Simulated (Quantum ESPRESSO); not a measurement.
# ZnS (F-43m): the LO frequency by hand

How high does the longitudinal optical mode of ZnS (F-43m) lie, given the transverse one, the Born charge and ε∞?

Calculated with Quantum ESPRESSO 7.5; DFT LDA, scalar-relativistic, plane waves, JTH PAW pseudopotentials.

The database entry behind the starting cell differs from later determinations by our own check (about 0.1 % short), so it need not match the best structure at ambient conditions.

## 1. The relaxed structure

Symmetry: F-43m, No. 216, cubic system. Conventional cell: a = 5.294 Å, b = 5.294 Å, c = 5.294 Å, α = 90.00°, β = 90.00°, γ = 90.00°. Nearest to Zn lie 4 S at 2.29 Å. S has 4 Zn at 2.29 Å nearest. Farther neighbours and most contacts between anions are not listed.

This is the cell after its relaxation at this level of theory, not the database cell from which that began.

## 2. What the response run gave

A linear-response run on the relaxed cell, with the response to an electric field; only its zone-centre results are used. Cutoff 60 Ry, k mesh 8×8×8.

What it wrote:

```text
[banners, grids, parts of the stress and lines that vanish by symmetry left out]
Program PHONON v.7.5
     Reading xml data from directory:

[...]
Exchange-correlation= PW
                           (   1   4   0   0   0   0   0)
[...]
kinetic-energy cut-off    =      60.0000  Ry
     charge density cut-off    =     480.0000  Ry
     convergence threshold     =      1.0E-18
[...]
Exchange-correlation= PW
                           (   1   4   0   0   0   0   0)
[...]
q = (   0.0000000   0.0000000   0.0000000 )
     25 Sym.Ops. (with q -> -q+G )
     G cutoff = 1216.9343  (  44399 G-vectors)     FFT grid: ( 50, 50, 50)
     G cutoff =  608.4671  (  15665 G-vectors)  smooth grid: ( 36, 36, 36)
     number of k points=    29
[...]
Mode symmetry, T_d (-43m)  point group:
[...]
Dielectric constant
[...]
End of electric fields calculation
          Dielectric constant in cartesian axis
          (       6.311542586       0.000000000       0.000000000 )
          (       0.000000000       6.311542586       0.000000000 )
          (       0.000000000       0.000000000       6.311542586 )
          Effective charges (d Force / dE) in cartesian axis without acoustic sum rule applied (asr)
           atom    1  Zn    Mean Z*:        1.90635
      Ex  (        1.90635        0.00000        0.00000 )
      Ey  (        0.00000        1.90635       -0.00000 )
      Ez  (        0.00000       -0.00000        1.90635 )
           atom    2  S     Mean Z*:       -1.92915
      Ex  (       -1.92915        0.00000        0.00000 )
      Ey  (        0.00000       -1.92915       -0.00000 )
      Ez  (        0.00000       -0.00000       -1.92915 )
          Effective charges Sum: Mean:       -0.02280
[...]
Effective charges (d Force / dE) in cartesian axis with asr applied:
           atom    1  Zn    Mean Z*:        1.91775
[...]
atom    2  S     Mean Z*:       -1.91775
[...]
Representation #   1 modes #   1   2   3
[...]
End of self-consistent calculation
     Convergence has been achieved
     Representation #   2 modes #   4   5   6
[...]
End of self-consistent calculation
     Convergence has been achieved
[...]
Dielectric constant in cartesian axis
          (       6.311542586       0.000000000       0.000000000 )
          (       0.000000000       6.311542586       0.000000000 )
          (       0.000000000       0.000000000       6.311542586 )
          Effective charges (d Force / dE) in cartesian axis without acoustic sum rule applied (asr)
           atom    1  Zn    Mean Z*:        1.90635
      Ex  (        1.90635        0.00000        0.00000 )
      Ey  (        0.00000        1.90635       -0.00000 )
      Ez  (        0.00000       -0.00000        1.90635 )
           atom    2  S     Mean Z*:       -1.92915
      Ex  (       -1.92915        0.00000        0.00000 )
      Ey  (        0.00000       -1.92915       -0.00000 )
      Ez  (        0.00000       -0.00000       -1.92915 )
          Effective charges Sum: Mean:       -0.02280
[...]
Effective charges (d Force / dE) in cartesian axis with asr applied:
           atom    1  Zn    Mean Z*:        1.91775
[...]
atom    2  S     Mean Z*:       -1.91775
[...]
q = (    0.000000000   0.000000000   0.000000000 )
[...]
freq (    1) =       0.166777 [THz] =       5.563085 [cm-1]
     freq (    2) =       0.166777 [THz] =       5.563085 [cm-1]
     freq (    3) =       0.166777 [THz] =       5.563085 [cm-1]
     freq (    4) =       8.731772 [THz] =     291.260567 [cm-1]
     freq (    5) =       8.731772 [THz] =     291.260567 [cm-1]
     freq (    6) =       8.731772 [THz] =     291.260567 [cm-1]
[...]
Mode symmetry, T_d (-43m)  point group:
     freq (   1-   3) =          5.6  [cm-1]   --> T_2  G_15 P_4   I+R
     freq (   4-   6) =        291.3  [cm-1]   --> T_2  G_15 P_4   I+R

   JOB DONE.
```

```
                       quantity   value
             cell volume Ω (Å³)  37.096
                 mass of Zn (u)  65.380
                  mass of S (u)  32.060
     Born charge of Zn, raw (e)   1.906
      Born charge of S, raw (e)  -1.929
                             ε∞   6.311
ω(TO) after the sum rule (cm⁻¹)   291.2
```

## 3. The calculation

The charges must sum to zero over the cell; taking off their mean, -0.011 e, leaves Z* = 1.918 e on Zn. In the polar mode Zn moves against S, so the reduced mass is μ = 65.38 × 32.06 / 97.44 = 21.512 u.

A longitudinal wave builds up a field that adds to the restoring force: ω(LO)² = ω(TO)² + 4π Z*² / (μ Ω ε∞), in Hartree atomic units. With μ = 39213 electron masses and Ω = 250.33 bohr³ the second term is 7.4599e-07 Ha², or 35934 cm⁻² (1 Ha = 219474.6 cm⁻¹).

So ω(LO) = √(84815 + 35934) = 347.5 cm⁻¹, and by the Lyddane-Sachs-Teller relation ε₀ = ε∞ (ω(LO)/ω(TO))² = 8.99.

## 4. Check against the program

The analysis program adds the same non-analytic term to the full matrix, here for q along (1 0 0).

What it wrote:

```text
[banner, memory and clock lines left out]
Program DYNMAT v.7.5

     Reading Dynamical Matrix from file g.dyn
     ...Force constants read
     ...epsilon and Z* read

     Polarizability (A^3 units)
     multiply by 0.360944 for Clausius-Mossotti correction
        15.679516    0.000000    0.000000
         0.000000   15.679516    0.000000
         0.000000    0.000000   15.679516

     IR activities are in (D/A)^2/amu units

# mode   [cm-1]    [THz]      IR
    1     -0.00   -0.0000    0.0000
    2     -0.00   -0.0000    0.0000
    3      0.00    0.0000    0.0000
    4    291.23    8.7310    3.9444
    5    291.23    8.7310    3.9444
    6    347.49   10.4175    3.9444
```

ε₀ comes from the program's run without a direction of q.

```
    quantity  by hand  program
ω(LO) (cm⁻¹)    347.5    347.5
          ε₀     8.99     8.99
```

## 5. What came out

| Quantity | Value |
| --- | --- |
| TO mode | 291.2 cm⁻¹ |
| LO mode | 347.5 cm⁻¹ |
| static dielectric constant | 8.985 |

The LO mode of ZnS (F-43m) lies at 347 cm⁻¹, 56 cm⁻¹ above the TO mode; the formula meets the program within 0.1 cm⁻¹, as it must for a cubic crystal with one polar mode. ω(LO)² − ω(TO)² goes with Z*²/ε∞: an error of 5 % in ε∞ would move the LO mode by 2.5 cm⁻¹, and semilocal functionals tend to overestimate ε∞. The raw charges miss their sum by 0.023 e, a sign that the k mesh is short for the field response, so ε∞ may be some per cent too high. These are harmonic values at zero temperature, at the volume of this functional, for the structure held cubic; stability elsewhere in the zone is no part of this calculation.

[Host names and launcher messages were left out of these logs when they were recorded.]

[Logs are printed without paths, hosts, clocks, repeated set-up lines and the standing remarks that a program may print on its own settings, such as how far it seeks lower states.]

[Hosts, paths, dates, database ids (printed as entryN), source tags and the programs' standing remarks are cut or masked in the printed files.]
